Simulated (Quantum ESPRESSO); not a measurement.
## E(M) of KNiF3

How stiff is the total moment of KNiF3, and does E(M) have further minima?

Calculated with Quantum ESPRESSO 7.5; LDA with U = 4.8 eV on Ni d (ortho-atomic projectors); plane waves with GBRV 1.5 LDA potentials, no spin-orbit coupling.

Most raw output is cut from this account.

The database entry behind the starting cell differs from later determinations by our own check (about 0.35 % short), so it need not match the best structure at ambient conditions.

### Step 1. The structure

It takes space group Pm-3m (No. 221, cubic). Conventional cell: a = 4.000 Å, b = 4.000 Å, c = 4.000 Å, α = 90.00°, β = 90.00°, γ = 90.00°. Nearest to K lie 12 F at 2.83 Å. Ni has 6 F at 2.00 Å nearest. F has 2 Ni at 2.00 Å and 4 K at 2.83 Å nearest. Farther neighbours and most contacts between anions are not listed.

The cell comes from the Crystallography Open Database.

### Step 2. The free run

File pw.in:

```
&CONTROL
  calculation = 'scf'
  prefix = 'pwscf'
  outdir = './tmp'
  pseudo_dir = './pseudo'
  disk_io = 'nowf'
/
&SYSTEM
  ibrav = 0
  nat = 5
  ntyp = 3
  ecutwfc = 40
  ecutrho = 280
  nbnd = 34
  occupations = 'smearing'
  smearing = 'fd'
  degauss = 0.00734986
  nspin = 2
  starting_magnetization(1) = 0
  starting_magnetization(2) = 0.1111
  starting_magnetization(3) = 0
/
&ELECTRONS
  conv_thr = 1d-08
  electron_maxstep = 150
  mixing_beta = 0.3
/
ATOMIC_SPECIES
K      39.0983 k_lda_v1.4.uspp.F.UPF
Ni     58.6934 ni_lda_v1.4.uspp.F.UPF
F      18.9984 f_lda_v1.4.uspp.F.UPF
CELL_PARAMETERS angstrom
   4.0000000000    0.0000000000    0.0000000000
   0.0000000000    4.0000000000    0.0000000000
   0.0000000000    0.0000000000    4.0000000000
ATOMIC_POSITIONS crystal
K       0.0000000000    0.0000000000    0.0000000000
Ni      0.5000000000    0.5000000000    0.5000000000
F       0.5000000000    0.5000000000    0.0000000000
F       0.0000000000    0.5000000000    0.5000000000
F       0.5000000000    0.0000000000    0.5000000000
K_POINTS automatic
6 6 6 0 0 0
HUBBARD {ortho-atomic}
U Ni-3d 4.8000
```

Run with:

```console
> OMP_NUM_THREADS=1 mpirun -n 2 pw.x -nk 2 -in pw.in > pw.out
```

The job ended after 24 s (2 MPI ranks of Arm Neoverse V1, shared host; peak memory 0.31 GiB; 47 s of CPU time).

Spin moment in the atom's sphere by atom:

| atom | spin moment in the atom's sphere (μB) |
| --- | --- |
| K1 | 0.00 |
| Ni2 | 1.74 |
| F3 | 0.06 |
| F4 | 0.06 |
| F5 | 0.06 |

Numbers from this step:

| Property | Result |
| --- | --- |
| smearing term TS | 3.50e-7 eV |
| magnetization | 2 μB |
| absolute magnetization | 2.029 μB |
| final state | ferromagnetic |

### Step 3. Moment fixed at 0 μB

The two spin channels are filled to separate Fermi energies, so that the total moment meets the target. Half of the up one less the down one is the slope dE/dM.

Edit pw.in of step 2 so:

```diff
@@ -13,3 +13,3 @@
   ecutrho = 280
-  nbnd = 34
+  nbnd = 35
   occupations = 'smearing'
@@ -19,4 +19,5 @@
   starting_magnetization(1) = 0
-  starting_magnetization(2) = 0.1111
+  starting_magnetization(2) = 0.0056
   starting_magnetization(3) = 0
+  tot_magnetization = 0
 /
```

Elapsed: 28 s, on 2 MPI ranks; peak memory 0.3 GiB.

Numbers from this step:

- magnetization: 0 μB
- absolute magnetization: 0 μB
- half the difference of the two Fermi energies: 0 meV
- largest moment: 0 μB

### Step 4. Moment fixed at 0.27 μB

Edit pw.in of step 3 so:

```diff
@@ -19,5 +19,5 @@
   starting_magnetization(1) = 0
-  starting_magnetization(2) = 0.0056
+  starting_magnetization(2) = 0.015
   starting_magnetization(3) = 0
-  tot_magnetization = 0
+  tot_magnetization = 0.27
 /
```

The job ended after 26 s (2 MPI ranks; peak memory 0.3 GiB; 52 s of CPU time).

Spin moment in the atom's sphere by atom:

```csv
atom,spin moment in the atom's sphere (μB)
K1,0.000
Ni2,0.269
F3,-0.004
F4,-0.004
F5,-0.004
```

This step gave:

```yaml
magnetization: 0.27 μB
absolute_magnetization: 0.3 μB
half_the_difference_of_the_two_fermi_energies: -288.8 meV
```

### Step 5. Moment fixed at 0.54 μB

Edit pw.in of step 4 so:

```diff
@@ -19,5 +19,5 @@
   starting_magnetization(1) = 0
-  starting_magnetization(2) = 0.015
+  starting_magnetization(2) = 0.03
   starting_magnetization(3) = 0
-  tot_magnetization = 0.27
+  tot_magnetization = 0.54
 /
```

Run time: 24 s. Hardware: 2 MPI ranks; peak memory 0.31 GiB; 49 s of CPU time.

Read from the output:

| Property | Result |
| --- | --- |
| magnetization | 0.54 μB |
| absolute magnetization | 0.59 μB |
| half the difference of the two Fermi energies | -556.4 meV |
| largest moment | 0.5333 μB |

### Step 6. All moments

The runs not shown differ in the target, the start and the number of states alone. The point at 2.00 μB is the free run, entered with slope zero.

The energy over the lowest by total spin moment:

```csv
total spin moment (μB a cell),energy over the lowest (meV a cell)
0.00,1696
0.27,1657
0.54,1542
0.81,1361
1.08,1120
1.35,823
1.62,486
1.89,132
2.00,0
2.16,468
2.43,1423
2.70,2469
```

The dE/dM by total spin moment:

| total spin moment (μB a cell) | dE/dM (meV/μB) |
| --- | --- |
| 0.00 | 0 |
| 0.27 | -289 |
| 0.54 | -556 |
| 0.81 | -782 |
| 1.08 | -1001 |
| 1.35 | -1184 |
| 1.62 | -1301 |
| 1.89 | -1284 |
| 2.00 | 0 |
| 2.16 | 3181 |
| 2.43 | 3761 |
| 2.70 | 3997 |

Table of largest site moment by total spin moment:

```
total spin moment (μB a cell)  largest site moment (μB)
                         0.00                    4.9e-6
                         0.27                     0.269
                         0.54                     0.533
                         0.81                     0.788
                         1.08                      1.03
                         1.35                      1.26
                         1.62                      1.47
                         1.89                      1.67
                         2.00                      1.74
                         2.16                      1.79
                         2.43                      1.87
                         2.70                      1.95
```

### Step 7. Outcome

```yaml
moment_of_the_free_run: 2.00 μB a cell
energy_at_zero_total_moment: 1696 meV a cell over the lowest
```

**Reading.** At zero total moment the site moments vanish, so the 1696 meV a cell is the energy of forming them, the change of the Hubbard energy included. The points show one minimum alone. The free run has a whole-number moment, and the slope goes from -1284 to 3181 meV/μB between its neighbours: a kink, as where a spin channel has a gap, so no stiffness is given. The cell holds one seeded atom, so opposed orders, which may lie lower, cannot form in it. Energies are free energies at an electronic temperature of 1160 K, which lowers moments and differences where the moments are itinerant.

[Logs and program files are shortened in this print: banners, set-up blocks, solver, clock and traceback lines can be left out without a mark of their own.]

[Logs are printed without paths, hosts, clocks, repeated set-up lines and the standing remarks that a program may print on its own settings, such as how far it seeks lower states.]

[Hosts, paths, dates, database ids (printed as entryN), source tags and the programs' standing remarks are cut or masked in the printed files.]

[Where a cell is said to come from a database of computed structures, the database is the Materials Project.]
